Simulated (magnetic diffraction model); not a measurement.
**Nd3InO6: what an assumed order does to the neutron pattern**

Space group Cmc2_1 (no. 36), a = 9.5360 Å, b = 11.6650 Å, c = 5.8020 Å.

| site | atom | x | y | z |
| --- | --- | --- | --- | --- |
| 4a | Nd | 1/2 | 0.6048 | 0.0760 |
| 8b | Nd | 0.6978 | 0.1039 | 0.5360 |
| 4a | In | 1/2 | 0.1870 | 0.0109 |
| 8b | O | 0.8436 | 0.0151 | 0.8171 |
| 8b | O | 0.6503 | 0.2615 | 0.8369 |
| 4a | O | 1/2 | 0.0426 | 0.8589 |
| 4a | O | 1/2 | 0.7896 | 0.8201 |

The compound is invented for this exercise: a known structure type with other elements, its cell scaled to their sizes and not relaxed.

Only Nd is taken to order (form factors of Nd3+); orders and moment sizes are assumed, and not adapted to the symmetry. Radiation: neutrons of λ = 1.909 Å, 8° to 45°; isotropic B of 0.56 Å² (Nd), 0.51 Å² (In) and 0.94 Å² (O). Simulated constant-wavelength pattern: nuclear and magnetic terms add, the magnetic one as |2.695 fm × Σ f S⊥ exp(2πi Q·r) exp(−B s²)|², summed over all Q at one angle with the factor 1/(sin²θ cos θ). For collinear order S is the moment m, which repeats by lattice and centring translations R with the sign exp(−2πi k·R). Free-ion form factors, Sears's scattering lengths of 1992, no absorption; a label names one of the reflections at its angle. The strongest nuclear line in the range is 100, and lines under 0.2 are left out.

Assume the order k = (0 0 3/2), collinear moments along [010], 1.61 μB on Nd; signs + at (1/2, 0.6048, 0.0760), + at (1/2, 0.3952, 0.5760), − at (0.6978, 0.1039, 0.5360), + at (0.3022, 0.8961, 0.0360), − at (0.3022, 0.1039, 0.5360), + at (0.6978, 0.8961, 0.0360).

Q: Where does magnetic intensity appear, and how strong is it?

```csv
2θ (°),index,nuclear,magnetic
9.44,(0 0 1/2),0.0,27.9
17.63,(1 1 1/2),0.0,7.9
18.84,(0 2 0),1.4,0.0
21.11,(0 2 1/2),0.0,2.2
23.10,(2 0 0),1.1,0.0
24.16,(1 1 1),7.3,0.0
25.00,(2 0 1/2),0.0,6.7
26.84,(0 2 1),3.0,0.0
28.57,(0 0 3/2),0.0,4.2
29.97,(2 2 0),3.4,0.0
30.75,(1 3 0),6.8,0.0
31.49,(2 2 1/2),0.0,5.2
32.23,(1 3 1/2),0.0,0.7
32.35,(1 1 3/2),0.0,1.7
34.45,(0 2 3/2),0.0,3.9
35.69,(2 2 1),100.0,0.0
36.27,(3 1 0),1.7,0.0
36.36,(1 3 1),30.4,0.0
37.05,(2 0 3/2),0.0,1.8
37.56,(3 1 1/2),0.0,4.5
38.21,(0 4 0),2.4,0.0
38.42,(0 0 2),10.8,0.0
41.22,(3 1 1),21.6,0.0
41.41,(1 1 2),5.2,0.0
41.88,(2 2 3/2),0.0,2.1
42.47,(1 3 3/2),0.0,0.6
42.98,(0 4 1),16.0,0.0
43.12,(0 2 2),1.2,0.0
```

The strongest magnetic line in the range is (0 0 1/2) at 9.44° (27.9). On top of the Lorentz factor, which all lines share, magnetic lines fade with angle because f falls: for Nd3+ it is 0.98, 0.90, 0.79 and 0.54 at sin θ/λ = 0.1, 0.2, 0.3 and 0.5 Å⁻¹, while nuclear lengths stay constant. The order has no net moment.

[Logs are printed without paths, hosts, clocks, repeated set-up lines and the standing remarks that a program may print on its own settings, such as how far it seeks lower states.]
